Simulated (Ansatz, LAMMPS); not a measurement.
# Structural relaxation of amorphous 71ZrO2-29SiO2 (mol %) (84 atoms), part 2 of 2

How does amorphous 71ZrO2-29SiO2 (mol %) (84 atoms) relax, and what do bonds, charges and levels look like afterwards?

Ansatz 0.2.0; Kohn-Sham DFT, PBE, PAW (set soft_2), plane waves.

The cell: 20 Zr, 8 Si and 56 O. The quench rate of 50 K/ps far exceeds what a furnace or splat quench reaches. The network of bonds at the start is that of the classical potential that made the cell. Only the Γ point is sampled in the main run, in a cell whose shortest periodic width is 10 Å.

So far. Step 4 (Cell and atoms relaxed): The relaxation changed the energy by -45.6 meV/atom, and atoms moved by 0.19 Å r.m.s., 0.55 Å at most. Step 7 (K-mesh 2×2×2): Forces differ from those of the single point at the relaxed geometry by 13 meV/Å r.m.s.; the energy by -1.0 meV/atom and the gap by -0.014 eV. It took 3.4 min and 10 cycles; the reference's time can't be set against it, since the two runs asked for unlike analyses.

## 8. Functional HSE06

HSE06 mixes in a quarter of exact exchange at short range, which counters self-interaction, at a higher cost.

This step: Kohn-Sham DFT, HSE06, PAW (set soft_2), plane waves (Ansatz 0.2.0).

input.yaml reads:

```yaml
crystal:
  lattice:
    - [10.5961, 0.17211, 0.00967]
    - [0.17211, 10.28706, 0.14063]
    - [0.00967, 0.14063, 10.21264]
  atoms:
    [... the 84 atom lines of step 6 ...]
kpoints:
  mp_grid: { grid: [1, 1, 1] }
hamiltonian:
  xc: hse06
scf:
  occupations: { method: fermi_dirac, width: 0.025 }
output:
  forces: true
  stress: true
  populations: true
  dos:
    method: { smearing: { sigma: 0.08 } }
    de: 0.05
    projected: { site_lists: { O: [O], Si: [Si], Zr: [Zr] } }
  eigenvalues: true
```

Launch:

```console
$ ansatz run input.yaml --threads 4 --pin off --max-ram 8192MiB --backend cpu --events-out ev --progress --plain --runs-dir out
```

Run time: 6.5 min. Hardware: 4 threads of Arm Neoverse V1, shared host; peak memory 3.9 GiB; 25 min of CPU time.

The program notes that the exchange threshold is loose for the stress and the SCF threshold is loose for the stress.

Geometry and reference: those of the single point at the relaxed geometry.

Forces differ from those of the single point at the relaxed geometry by 166 meV/Å r.m.s.; the pressure by -5.3 GPa and the gap by +1.6 eV. It took 6.5 min and 21 cycles; the reference's time can't be set against it, since the two runs asked for unlike analyses.

Read from the output:

| Quantity | Value |
| --- | --- |
| free energy | -120704.9644 eV |
| free energy per atom | -1436.9639 eV/atom |
| SCF cycles | 21 |
| pressure | -5.31 GPa |
| r.m.s. force component | 0.1659 eV/Å |
| longest force | 0.6021 eV/Å |
| Fermi energy | 8.534 eV |
| gap (highest filled to lowest empty level) | 4.927 eV |
| spilling of the projection | 0.006921 |

Length of the force by element and coordination:

```tsv
element	coordination	atoms	mean length of the force (eV/Å)	spread	least	most
O	all	56	0.291	0.144	0.0492	0.602
O	2	15	0.411	0.103	0.204	0.602
O	3	37	0.259	0.130	0.0492	0.556
O	4	4	0.132	0.0498	0.0824	0.213
Si	all	8	0.0924	0.0298	0.047	0.140
Zr	all	20	0.200	0.0934	0.0641	0.424
Zr	5	2	0.232	0.0462	0.186	0.278
Zr	6	11	0.212	0.0948	0.124	0.424
Zr	7	7	0.171	0.094	0.0641	0.357
```

Löwdin charges by element and coordination (they lack the spilled electrons, 0.050 e an atom on average):

```tsv
element	coordination	atoms	mean charge (e)	spread	least	most
O	all	56	-0.765	0.0459	-0.843	-0.643
O	2	15	-0.772	0.0502	-0.843	-0.643
O	3	37	-0.762	0.0437	-0.840	-0.678
O	4	4	-0.758	0.0457	-0.824	-0.705
Si	all	8	1.71	0.0168	1.68	1.74
Zr	all	20	1.67	0.0257	1.60	1.72
Zr	5	2	1.69	0.0324	1.66	1.72
Zr	6	11	1.66	0.0242	1.60	1.69
Zr	7	7	1.66	0.0222	1.63	1.70
```

States in the cell by windows of 1 eV, zero at the Fermi level; the larger projections on atomic orbitals stand beside the total:

```tsv
from (eV)	to (eV)	total	O p	Zr d
-10	-9	8.3	5.5	0.6
-9	-8	9.6	6.9	0.8
-8	-7	41.9	30.8	5.8
-7	-6	56.6	43.1	9.7
-6	-5	63.6	52.5	7.7
-5	-4	67.9	60.0	4.9
-4	-3	70.5	65.4	3.0
-3	-2	11.7	11.1	0.4
-2	2	0.0	0.0	0.0
2	3	8.5	0.6	7.2
3	4	47.8	4.4	39.4
4	5	49.8	6.4	38.0
```

Between -26 and -10 eV lie 118 more states.

The stored curve holds about 448 of the 608 electrons; the rest, give or take the few that broadening carries across the Fermi level, lie in deeper levels below its range.

The levels nearest the highest filled one (over half full), pooled over k-points and spins:

```tsv
level less the highest filled one (eV)	occupation
-0.544	2
-0.529	2
-0.478	2
-0.456	2
-0.350	2
0	2
4.93	0
5.23	0
5.37	0
5.37	0
5.47	0
5.53	0
```

## 9. Functional r2SCAN (500 eV)

The meta-GGA r2SCAN uses the kinetic energy density as well as the density and its gradient. Besides, the cutoff goes from 420 to 500 eV.

This step: Kohn-Sham DFT, r2SCAN, PAW (set soft_2), plane waves (Ansatz 0.2.0).

Edit input.yaml of step 8 so:

```diff
@@ -10,3 +10,3 @@
 hamiltonian:
-  xc: hse06
+  xc: r2scan
 scf:
```

Wall time 48 s (4 threads); peak memory 3.1 GiB.

Geometry and reference: those of the single point at the relaxed geometry.

Forces differ from those of the single point at the relaxed geometry by 132 meV/Å r.m.s.; the pressure by -3.8 GPa and the gap by +0.45 eV. It took 48 s and 10 cycles; the reference's time can't be set against it, since the two runs asked for unlike analyses.

## 10. Functional PBEsol

PBEsol restores the gradient expansion of exchange for slowly varying densities and usually gives shorter bonds in solids than PBE.

This step: Kohn-Sham DFT, PBEsol, PAW (set soft_2), plane waves (Ansatz 0.2.0).

Edit input.yaml of step 9 so:

```diff
@@ -10,3 +10,3 @@
 hamiltonian:
-  xc: r2scan
+  xc: pbesol
 scf:
```

Elapsed: 22 s, on 4 threads; peak memory 1.5 GiB.

Geometry and reference: those of the single point at the relaxed geometry.

Forces differ from those of the single point at the relaxed geometry by 65 meV/Å r.m.s.; the pressure by -4.7 GPa and the gap by -0.047 eV.

## 11. All settings compared

Each row is set against the single point at the relaxed geometry (Kohn-Sham DFT, PBE, PAW (set soft_2), plane waves; r.m.s. force component 0.00259 eV/Å). Energies are set beside the reference only for runs with its functional, potentials and electron count. Times are for 4 threads of Arm Neoverse V1, shared host. The reference's time includes grids, which some other runs skip.

```tsv
run	Δ force, r.m.s. (meV/Å)	Δ energy (meV/atom)	Δ pressure (GPa)	Δ gap (eV)	cycles	time	host memory (GiB)
reference	-	-	-	-	10	22 s	1.5
k-mesh 2×2×2	13.3	-1.04	-0.0031	-0.0139	10	3.4 min	5.6
functional HSE06	166	-	-5.30	1.57	21	6.5 min	3.9
functional r2SCAN (500 eV)	132	-	-3.82	0.449	10	48 s	3.1
functional PBEsol	65.0	-	-4.70	-0.0473	11	22 s	1.5
```

## 12. Results

* energy change in the relaxation: -45.57 meV/atom
* r.m.s. displacement: 0.191 Å
* largest displacement: 0.554 Å
* free energy per atom: -1436.4421 eV/atom
* pressure: -0.009644 GPa
* r.m.s. force component: 0.00259 eV/Å
* gap (highest filled to lowest empty level): 3.36 eV
* wall time of the 7 DFT runs: 15 min

What this shows: Relaxation lowers the energy by 45.6 meV/atom and moves atoms by 0.19 Å r.m.s.; the r.m.s. force component goes from 0.79 to 0.0026 eV/Å. Displacements are taken in the final cell, so they leave out its strain. By the final cutoffs 1 of 154 bonded pairs parted and 4 joined. The cell shrank by 3.2 % in volume. First to last step the energy falls by 3.828 eV, across changes of basis; the largest move, 0.55 Å, is that of O74. The O-Si bonds change most in mean length: from 1.625 Å (spread 0.058) to 1.646 Å (spread 0.032). Counting bonds as in the table, 66 % of O atoms have 3, all Si atoms have 4 and 55 % of Zr atoms have 6 bonded neighbours. Between filled and empty levels lie 3.36 eV (at Γ alone); a semilocal functional tends to put such gaps too low. In a disordered cell it changes from sample to sample, and tail or defect levels can set it.

Among the changes of functional, dispersion, potentials or spin set against this reference, functional HSE06 moves the forces most, by 166 meV/Å r.m.s. The gap changes by +1.57 eV with HSE06.

What to keep in mind: The starting topology of bonds comes from the classical model; in DFT 1 of its 154 bonded pairs passed out of the cutoffs and 4 came within them.

[Logs are printed without paths, hosts, clocks, repeated set-up lines and the standing remarks that a program may print on its own settings, such as how far it seeks lower states.]

[Hosts, paths, dates, database ids (printed as entryN), source tags and the programs' standing remarks are cut or masked in the printed files.]
